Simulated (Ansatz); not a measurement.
**Lattice dynamics of Ag (Fm-3m, 1 atom in the cell)**

Task: relax Ag (Fm-3m, 1 atom in the cell), then find its harmonic phonons.

Calculated with Ansatz 0.2.0; DFT PBE, scalar-relativistic, plane waves, PAW.

## 1. Set-up

It takes space group Fm-3m (No. 225, cubic). Conventional cell: a = 4.085 Å, b = 4.085 Å, c = 4.085 Å, α = 90.00°, β = 90.00°, γ = 90.00°. Ag has 12 Ag at 2.89 Å nearest.

## 2. Bringing the structure to rest

Harmonic phonons are second derivatives at a point where the forces vanish, and they are wanted at zero stress, so atoms and cell are relaxed first.

The input, input.yaml:

```yaml
crystal:
  lattice:
    - [0.0, 2.04275, 2.04275]
    - [2.04275, 0.0, 2.04275]
    - [2.04275, 2.04275, 0.0]
  atoms:
    - { symbol: Ag, position: [0.0, 0.0, 0.0] }
kpoints:
  mp_grid: { grid: [18, 18, 18] }
hamiltonian:
  xc: pbe
scf:
  occupations: { method: gaussian, width: 0.1 }
output:
  forces: true
  stress: true
  eigenvalues: true
relax:
  adjacent_minimum: "off"
  f_tol: 0.005
  max_steps: 80
  cell: { stress_tol: 0.05 }
```

On the command line:

```
$ ansatz run input.yaml --threads 4 --pin off --max-ram 7168MiB --backend cpu --events-out ev --progress --plain --runs-dir out
```

Numbers of over 12 decimals in the logs are rounded to 6 here.

The log of the run:

```text
Engine: ansatz 0.2.0, aarch64-unknown-linux-gnu
Pseudopotentials: kind: paw
Pseudopotential: Ag, paw, valence charge 19, recommended cutoff 420 eV (normal), Ag.paw.azcp
Functional definition: PBE
  parameter kappa = 0.804
  parameter beta = 0.066725
  exchange = pbe_x(kappa = kappa, mu = beta*pi^2/3)
  correlation = pbe_c(beta = beta)
Crystal: 1 atoms, lattice volume = 17.048 Å³
Basis set: ecut = 420 eV, 331 PW (Γ), exchange–correlation on 40×40×40 points (8 copies of the dense FFT grid, shifted against one another)
Bands: 14, of which v1, the nominal top of the filled ones, is band 10 counted from 1 (9 counted from 0)
Symmetry: 48 space group operations
Space group: Fm-3m (ITA 225), of the structure as read, at distance tolerance 2.6e-5 Å
k-points: 195 of 5832
Non-local potential: Ag, projectors of the file, l = 0: 3, l = 1: 2, l = 2: 2, l = 3: 1
PAW form: soft (Blöchl's): semilocal exchange-correlation on the pseudo side does not see the compensation charge
PAW one-centre angular grid: Ag, 590 points (default); XC on 64 Gauss nodes
Initial density: superposition of atomic densities (neutral atoms: chi_scale 0, normalization atom), corrected by the library's trained network
Initial wavefunctions: pseudopotential atomic-orbital guess
Functional: x = pbe(κ = 0.804, μ = 0.219515), c = pbe(β = 0.066725)
SCF iter   1: F=—  HF=-7590.545373 eV  |F-HF|=—  |Δ(HF+E_count)|=         —  Δρ=8.31e-4  dr2=1.68e-5  ethr=1.77e-3  ⟨swp⟩=4.6  Hψ=13575  notcnv=0
preconditioner: auto → none  [insulator: Δε(μ)=0.173 eV  Ē_g=16.264 eV  σ=0.100 eV  W_gap=0.67  n_scr=8 (ndim 8)  ℏωp=29.8 eV  f_vac=0.000  D(μ)=0.20/eV (n_scr^D=0)  ε∞_Penn≈4.4]
SCF iter   2: F=—  HF=-7590.545568 eV  |F-HF|=—  |Δ(HF+E_count)|=   1.95e-4  Δρ=4.35e-4  dr2=4.53e-6  ethr=8.85e-8  ⟨swp⟩=2.1  Hψ=6187  notcnv=0
SCF iter   3: F=—  HF=-7590.545603 eV  |F-HF|=—  |Δ(HF+E_count)|=   3.48e-5  Δρ=1.85e-4  dr2=4.36e-6  ethr=2.39e-8  ⟨swp⟩=2.0  Hψ=4517  notcnv=0
iter 4 did not close the SCF: its close was put off for the readings that it lacked (scf_convergence_deferred on its scf_iter line)
SCF iter   4: F=-7590.545603 eV  HF=-7590.545603 eV  |F-HF|=3.53e-8  |Δ(HF+E_count)|=   1.21e-7  Δρ=2.09e-5  dr2=5.37e-8  ethr=2.30e-8  ⟨swp⟩=2.2  Hψ=3693  notcnv=0
iter 5 did not close the SCF: its close was put off for the readings that it lacked (scf_convergence_deferred on its scf_iter line)
SCF iter   5: F=-7590.545603 eV  HF=-7590.545603 eV  |F-HF|=1.03e-9  |Δ(HF+E_count)|=   7.59e-9  Δρ=3.90e-6  dr2=6.45e-10  ethr=2.82e-10  ⟨swp⟩=2.0  Hψ=3957  notcnv=0
SCF iter   6: F=-7590.545603 eV  HF=-7590.545603 eV  |F-HF|=3.09e-11  |Δ(HF+E_count)|=   1.27e-9  Δρ=5.53e-7  dr2=4.41e-11  ethr=3.39e-12  ⟨swp⟩=1.9  Hψ=8642  notcnv=0
SCF 1 converged in 6 iterations: F = -7590.545603 eV  dr2 = 4.41e-11
  greatest PAW one-centre occupation: 1.000 electrons in one spin orbital (limit 2), on the Ag atom at site 0 (counted from 0), in its partial waves of l = 0
relax step   1: F+E_penalty+E_count = -7590.54560307 eV  Δ(F+E_penalty+E_count) = +0.000e0 eV  max|allowed force component| = 0.000e0 eV/Å  Δτ_max = 0.0000 Å  P = +4.729 GPa  Ω = 17.048 Å³  (6 SCF iters, dr2 threshold 1.00e-7 eV, accepted)
Crystal: 1 atoms, lattice volume = 18.416 Å³
Basis set: ecut = 420 eV, 339 PW (Γ), exchange–correlation on 40×40×40 points (8 copies of the dense FFT grid, shifted against one another)
Initial density: handed on by an earlier stage of this run
Initial wavefunctions: those handed on with the density
iter 1 solved again at ethr=5.95e-5 eV; its pass at ethr=3.10e-3 eV (dr2=1.13e-2 eV) is discarded
SCF iter   1: F=—  HF=-7590.554356 eV  |F-HF|=—  |Δ(HF+E_count)|=         —  Δρ=7.35e-3  dr2=1.16e-2  ethr=5.95e-5  ⟨swp⟩=1.0  Hψ=18404  notcnv=0
preconditioner: auto → none  [metal: Δε(μ)=0.090 eV  Ē_g=15.579 eV  σ=0.100 eV  W_gap=0.43  n_scr=8 (ndim 8)  ℏωp=28.7 eV  f_vac=0.000  D(μ)=0.25/eV (n_scr^D=0)]
SCF iter   2: F=—  HF=-7590.551820 eV  |F-HF|=—  |Δ(HF+E_count)|=   2.54e-3  Δρ=4.54e-3  dr2=2.14e-3  ethr=5.95e-5  ⟨swp⟩=2.1  Hψ=4096  notcnv=0
SCF iter   3: F=—  HF=-7590.551162 eV  |F-HF|=—  |Δ(HF+E_count)|=   6.58e-4  Δρ=1.16e-3  dr2=1.36e-4  ethr=1.13e-5  ⟨swp⟩=2.3  Hψ=4058  notcnv=0
SCF iter   4: F=—  HF=-7590.551134 eV  |F-HF|=—  |Δ(HF+E_count)|=   2.81e-5  Δρ=9.88e-5  dr2=6.14e-7  ethr=7.17e-7  ⟨swp⟩=1.9  Hψ=3893  notcnv=0
SCF iter   5: F=—  HF=-7590.551126 eV  |F-HF|=—  |Δ(HF+E_count)|=   7.24e-6  Δρ=8.49e-6  dr2=4.04e-9  ethr=5.26e-10  ⟨swp⟩=5.0  Hψ=12541  notcnv=0
SCF iter   6: F=-7590.551126 eV  HF=-7590.551126 eV  |F-HF|=6.37e-12  |Δ(HF+E_count)|=   5.52e-9  Δρ=2.62e-7  dr2=3.29e-12  ethr=2.12e-11  ⟨swp⟩=1.8  Hψ=8148  notcnv=0
SCF 2 converged in 6 iterations: F = -7590.551126 eV  dr2 = 3.29e-12
relax step   2: F+E_penalty+E_count = -7590.55112646 eV  Δ(F+E_penalty+E_count) = -5.523e-3 eV  max|allowed force component| = 0.000e0 eV/Å  Δτ_max = 0.0000 Å  P = -2.649 GPa  Ω = 18.416 Å³  energy of the carried Pulay correction = -5.604e-4 eV  (6 SCF iters, dr2 threshold 1.00e-7 eV, accepted)
Crystal: 1 atoms, lattice volume = 17.900 Å³
iter 1 solved again at ethr=8.66e-6 eV; its pass at ethr=3.10e-3 eV (dr2=1.65e-3 eV) is discarded
SCF iter   1: F=—  HF=-7590.556658 eV  |F-HF|=—  |Δ(HF+E_count)|=         —  Δρ=2.72e-3  dr2=1.50e-3  ethr=8.66e-6  ⟨swp⟩=1.2  Hψ=17644  notcnv=0
preconditioner: auto → none  [insulator: Δε(μ)=0.142 eV  Ē_g=15.756 eV  σ=0.100 eV  W_gap=0.61  n_scr=8 (ndim 8)  ℏωp=29.1 eV  f_vac=0.000  D(μ)=0.21/eV (n_scr^D=0)  ε∞_Penn≈4.4]
SCF iter   2: F=—  HF=-7590.556328 eV  |F-HF|=—  |Δ(HF+E_count)|=   3.31e-4  Δρ=1.62e-3  dr2=2.65e-4  ethr=7.90e-6  ⟨swp⟩=2.2  Hψ=3903  notcnv=0
SCF iter   3: F=—  HF=-7590.556237 eV  |F-HF|=—  |Δ(HF+E_count)|=   9.11e-5  Δρ=4.10e-4  dr2=1.60e-5  ethr=1.39e-6  ⟨swp⟩=2.3  Hψ=4060  notcnv=0
SCF iter   4: F=—  HF=-7590.556238 eV  |F-HF|=—  |Δ(HF+E_count)|=   1.49e-6  Δρ=3.29e-5  dr2=6.55e-8  ethr=5.26e-10  ⟨swp⟩=3.1  Hψ=10551  notcnv=0
SCF iter   5: F=-7590.556238 eV  HF=-7590.556238 eV  |F-HF|=4.64e-10  |Δ(HF+E_count)|=   3.57e-8  Δρ=2.79e-6  dr2=4.06e-10  ethr=3.45e-10  ⟨swp⟩=1.6  Hψ=8512  notcnv=0
SCF 3 converged in 5 iterations: F = -7590.556238 eV  dr2 = 4.06e-10
relax step   3: F+E_penalty+E_count = -7590.55623829 eV  Δ(F+E_penalty+E_count) = -5.112e-3 eV  max|allowed force component| = 0.000e0 eV/Å  Δτ_max = 0.0000 Å  P = -0.319 GPa  Ω = 17.900 Å³  energy of the carried Pulay correction = -3.542e-4 eV  (5 SCF iters, dr2 threshold 1.00e-7 eV, accepted)
[...]
relax step   4: F+E_penalty+E_count = -7590.55632891 eV  Δ(F+E_penalty+E_count) = -9.062e-5 eV  max|allowed force component| = 0.000e0 eV/Å  Δτ_max = 0.0000 Å  P = +0.027 GPa  Ω = 17.832 Å³  energy of the carried Pulay correction = -3.264e-4 eV  (4 SCF iters, dr2 threshold 1.00e-7 eV, accepted)
Initial wavefunctions: pseudopotential atomic-orbital guess (no wavefunctions were taken with the density)
iter 1 solved again at ethr=3.68e-9 eV; its pass at ethr=3.10e-3 eV (dr2=6.99e-7 eV) is discarded
SCF iter   1: F=—  HF=-7590.556610 eV  |F-HF|=—  |Δ(HF+E_count)|=         —  Δρ=1.40e-4  dr2=5.10e-7  ethr=3.68e-9  ⟨swp⟩=3.1  Hψ=21229  notcnv=0
preconditioner: auto → none  [insulator: Δε(μ)=0.142 eV  Ē_g=15.818 eV  σ=0.100 eV  W_gap=0.61  n_scr=8 (ndim 8)  ℏωp=29.2 eV  f_vac=0.000  D(μ)=0.21/eV (n_scr^D=0)  ε∞_Penn≈4.4]
SCF iter   2: F=—  HF=-7590.556613 eV  |F-HF|=—  |Δ(HF+E_count)|=   3.31e-6  Δρ=6.46e-5  dr2=1.43e-7  ethr=2.68e-9  ⟨swp⟩=2.9  Hψ=4693  notcnv=0
SCF iter   3: F=—  HF=-7590.556614 eV  |F-HF|=—  |Δ(HF+E_count)|=   7.53e-7  Δρ=2.84e-5  dr2=2.66e-8  ethr=7.54e-10  ⟨swp⟩=2.3  Hψ=3689  notcnv=0
SCF iter   4: F=—  HF=-7590.556614 eV  |F-HF|=—  |Δ(HF+E_count)|=   1.63e-7  Δρ=3.41e-6  dr2=3.89e-10  ethr=1.40e-10  ⟨swp⟩=2.8  Hψ=4526  notcnv=0
SCF iter   5: F=-7590.556614 eV  HF=-7590.556614 eV  |F-HF|=3.64e-12  |Δ(HF+E_count)|=   3.00e-9  Δρ=4.89e-8  dr2=1.27e-13  ethr=1.00e-12  ⟨swp⟩=3.2  Hψ=11100  notcnv=0
SCF 5 converged in 5 iterations: F = -7590.556614 eV  dr2 = 1.27e-13
relax step   5: F+E_penalty+E_count = -7590.55661385 eV  Δ(F+E_penalty+E_count) = -2.849e-4 eV  max|allowed force component| = 0.000e0 eV/Å  Δτ_max = 0.0000 Å  P = +0.008 GPa  Ω = 17.832 Å³  stress off target by 8.11e-3 GPa  SCF on the basis re-selected at this cell (its energy is not comparable with the rows above)  (5 SCF iters)
basis re-selected at this cell: Δ(F+E_penalty+E_count) = -2.849e-4 eV, ΔP = -0.019 GPa vs the last step (what re-selecting the basis moved, of the pressure what is left beyond the Pulay correction that the steps carried, after the strain that the cell walked since its last selection, with what the two solves' SCF thresholds leave and, on support functions, any second-order correction that the steps lacked; it is no measure of the basis error at this ecutwfc). This SCF's stress stands 8.11e-3 GPa from its target on what of the cell is left free (relax.cell.stress_tol is 5.00e-2 GPa) and its largest allowed force component is 0.00e0 eV/Å (relax.f_tol is 5.00e-3 eV/Å): [rest of the remark cut]
SCF converged after 5 iterations
Free energy (F): -7590.556614 eV
Harris-Foulkes:  -7590.556614 eV  (|F-HF|=3.64e-12)
Internal energy: -7590.555541 eV  (E = F + TS)
E sigma→0 (E₀):  -7590.556077 eV
Entropy (-TS):   -0.001073 eV (-1.073 meV/atom)
Fermi energy:    16.339596 eV
--- Per-component energies (eV) ---
  E_band       = -250.546091
  E_kinetic    = 526.979168
  E_local      = -2263.438228  (includes V_loc(G=0)·N_el)
  E_nonlocal   = 80.040632
  E_hartree    = 1026.048030
  E_xc         = -184.726548
  E_vxc        = -234.702057  (∫ρ·V_xc dr)
  E_paw        = -3902.016203  (= ΣΔE_a)
  E_vpaw       = -411.522008  (= ΣTr[D̂ρ^β])
  E_aug_tail   = 0.000328  (compensation charges beyond the density's cutoff)
  E_ewald      = -2873.442721
  E_smearing   = -0.001073  (= −TS)
  E_closure    = 0.000000  (closes the sum)
  Σ components = -7590.556614   (vs F -7590.556614, Δ=0.00e0)
--- Forces (eV/Å), atoms counted from 1 ---
  atom   1  Ag    -0.00000000     0.00000000     0.00000000
  max |Σ_I F_I| component: 4.52e-32 eV/Å
--- Stress (GPa, compression-positive) ---
        0.008113      -0.000000       0.000000
        0.000000       0.008113      -0.000000
        0.000000       0.000000       0.008113
  P = ⅓ Tr σ = 0.0081 GPa (0.081 kbar)
--- Band table (eV; the first three rows and the last of 195) ---
  k-point 0: bands = [... 6 lower, 11.7418, 11.7418, 12.7010, 12.7010, 32.1627, 35.4878, 35.4878, 35.4878]
  k-point 1: bands = [... 6 lower, 11.7670, 11.7670, 12.6914, 12.6914, 32.1711, 34.6707, 35.5172, 35.5172]
  k-point 2: bands = [... 6 lower, 11.8326, 11.8326, 12.6729, 12.6729, 31.8466, 33.3554, 35.5836, 35.5836]
  k-point 194: bands = [... 6 lower, 11.7524, 12.7431, 13.6334, 21.4973, 22.8261, 23.0292, 24.3775, 37.5563]
--- Relaxed structure (4 steps of the walk, 4 accepted, 1 SCFs on fresh bases) ---
  F+E_penalty+E_count = -7590.55661385 eV   max|allowed force component| = 0.000e0 eV/Å   (the final SCF, on the basis selected at the relaxed cell)
  cell:  # Å, volume = 17.8319 Å³
    - [0, 2.073589, 2.073589]
    - [2.073589, 0, 2.073589]
    - [2.073589, 2.073589, 0]
  atoms:
    - { symbol: Ag, position: [0.0, 0.0, 0.0] }
```

Elapsed: 5.7 s, on 4 threads of Arm Neoverse N1, shared host; peak memory 0.32 GiB; 21 s of CPU time.

Step by step:

| step | energy less that of the first step (eV) | largest force component (eV/Å) | pressure (GPa) | volume (Å³) |
| --- | --- | --- | --- | --- |
| 1 | 0.0000 | 0.0000 | 4.73 | 17.05 |
| 2 | -0.0055 | 0.0000 | -2.65 | 18.42 |
| 3 | -0.0106 | 0.0000 | -0.32 | 17.90 |
| 4 | -0.0107 | 0.0000 | 0.03 | 17.83 |
| 5* | -0.0110 | 0.0000 | 0.01 | 17.83 |

Relaxation steps marked * repeat the geometry before them on a plane-wave basis chosen anew for their cell, so energy and pressure can jump there.

| conventional cell, symmetrised | before | after | change |
| --- | --- | --- | --- |
| a (Å) | 4.085 | 4.147 | +1.5 % |
| b (Å) | 4.085 | 4.147 | +1.5 % |
| c (Å) | 4.085 | 4.147 | +1.5 % |
| volume (Å³/atom) | 17.05 | 17.83 | +4.6 % |

The relaxed structure:

```cif
data_structure
_symmetry_space_group_name_H-M 'P 1'
_symmetry_Int_Tables_number 1
_cell_length_a 2.9325
_cell_length_b 2.9325
_cell_length_c 2.9325
_cell_angle_alpha 60.000
_cell_angle_beta 60.000
_cell_angle_gamma 60.000
_cell_volume 17.83
loop_
_atom_site_label
_atom_site_type_symbol
_atom_site_fract_x
_atom_site_fract_y
_atom_site_fract_z
_atom_site_occupancy
Ag1 Ag 0.00000 0.00000 0.00000 1
```

Numbers from this step:

- pressure: 0.008113 GPa
- volume per atom: 17.83 Å³
- gap on the k-mesh: 0 eV

In this step the volume went from 17.05 to 17.83 Å³/atom.

## 3. Relaxing to small forces for the phonons

Phonons need a cell at rest on their own settings, so the relaxation is repeated with tight tolerances on forces and stress, using the mesh and the filling of the phonon run that follows.

The input, input.yaml:

```yaml
crystal:
  lattice:
    - [0.0, 2.0735892918, 2.0735892918]
    - [2.0735892918, 0.0, 2.0735892918]
    - [2.0735892918, 2.0735892918, 0.0]
  atoms:
    - { symbol: Ag, position: [0.0, 0.0, 0.0] }
kpoints:
  mp_grid: { grid: [20, 20, 20] }
hamiltonian:
  xc: pbe
scf:
  occupations: { method: methfessel_paxton, width: 0.2 }
output:
  forces: true
  stress: true
  eigenvalues: true
  write_density: true
  write_potential: true
  elf: true
  volumetric_format: npy
relax:
  adjacent_minimum: "off"
  f_tol: 0.001
  max_steps: 60
  cell: { stress_tol: 0.01 }
```

The log of the run:

```text
[...]
Crystal: 1 atoms, lattice volume = 17.832 Å³
Basis set: ecut = 420 eV, 339 PW (Γ), exchange–correlation on 40×40×40 points (8 copies of the dense FFT grid, shifted against one another)
Bands: 14, of which v1, the nominal top of the filled ones, is band 10 counted from 1 (9 counted from 0)
Symmetry: 48 space group operations
[...]
k-points: 256 of 8000
[...]
k-point 2: bands = [... 6 lower, 11.8148, 11.8148, 12.6731, 12.6731, 31.9924, 33.5574, 35.5650, 35.5650]
  k-point 255: bands = [... 6 lower, 11.4930, 12.7104, 13.6303, 22.1525, 22.1525, 23.0434, 24.3077, 38.4507]
--- Relaxed structure (3 steps of the walk, 3 accepted, 1 SCFs on fresh bases) ---
[...]
cell:  # Å, volume = 17.8348 Å³
    - [0, 2.073700, 2.073700]
    - [2.073700, 0, 2.073700]
    - [2.073700, 2.073700, 0]
  atoms:
    - { symbol: Ag, position: [0.0, 0.0, 0.0] }
[key lines of the parts left out:]
SCF converged after 4 iterations
Free energy (F): -7590.555925 eV
Fermi energy:    16.366987 eV
P = ⅓ Tr σ = -0.0004 GPa (-0.004 kbar)
```

Run time: 6.4 s. Hardware: 4 threads; peak memory 0.35 GiB; 23 s of CPU time.

Little changed from the start: no atom moved by 0.005 Å and no cell edge by 0.1 %.

Numbers from this step:

| Quantity | Value |
| --- | --- |
| pressure | -4.10e-4 GPa |

ELF in the ac plane of the conventional cell at fractional y = 0.000, with atoms of Ag within 0.2 Å of it. It is the smooth field of the valence electrons, not physical close to the nuclei.

Ten even steps from '_' (0.16) to '@' (0.82), each cell a mean:
```
@@##==..______________--**%%
**++--________________..==**
--::..__________________..--
____________..::..__________
________..--==++==::________
________::++####**==..______
________--**@@@@##++::______
________--**%%@@##==..______
________..==****++--________
__________..----::..________
::..______________________..
++==::________________..--==
##**==..______________::++##
@@##++::______________--**@@
```
Columns run along a (4.1 Å), rows up along c (4.1 Å), edges of the conventional cell, whose origin can differ from the input's. Atoms in or near the plane, at fractional coordinates: Ag at (0.00, 0.00), Ag at (0.50, 0.50).

Valence density in the ac plane of the conventional cell at fractional y = 0.000, with atoms of Ag within 0.2 Å of it. It is the smooth field of the valence electrons, not physical close to the nuclei.

Ten even steps from '0' (0 e/Å³) to '9' (19 e/Å³), each cell a mean:
```
85100000000037
32000000000013
00000000000000
00000000000000
00000012100000
00000256410000
00000389620000
00000378510000
00000133200000
00000000000000
00000000000000
21000000000001
64100000000025
96200000000038
```
Columns run along a (4.1 Å), rows up along c (4.1 Å), edges of the conventional cell, whose origin can differ from the input's. Atoms in or near the plane, at fractional coordinates: Ag at (0.00, 0.00), Ag at (0.50, 0.50).

Electrostatic potential energy in the ac plane of the conventional cell at fractional y = 0.000, with atoms of Ag within 0.2 Å of it. With pseudopotentials it is smooth inside the atoms' cores, unlike the true potential.

Ten even steps from '0' (-25 eV) to '9' (20 eV), each cell a mean:
```
00369999998510
12589999998631
45799999999865
88999866789988
99997532468999
99985200147999
99984100026999
99985100036999
99986311258999
99998654579999
67899888899986
24689999999753
01479999998520
00269999998410
```
Columns run along a (4.1 Å; values clipped at the 3rd and 97th percentile), rows up along c (4.1 Å), edges of the conventional cell, whose origin can differ from the input's. Atoms in or near the plane, at fractional coordinates: Ag at (0.00, 0.00), Ag at (0.50, 0.50).

The forces vanish by symmetry and the pressure is 0.000 GPa, within the tolerances set. The cell now holds 17.83 Å³/atom.

(Continued in part 2 of 2.)

[Logs are printed without paths, hosts, clocks, repeated set-up lines and the standing remarks that a program may print on its own settings, such as how far it seeks lower states.]

[Hosts, paths, dates, database ids (printed as entryN), source tags and the programs' standing remarks are cut or masked in the printed files.]
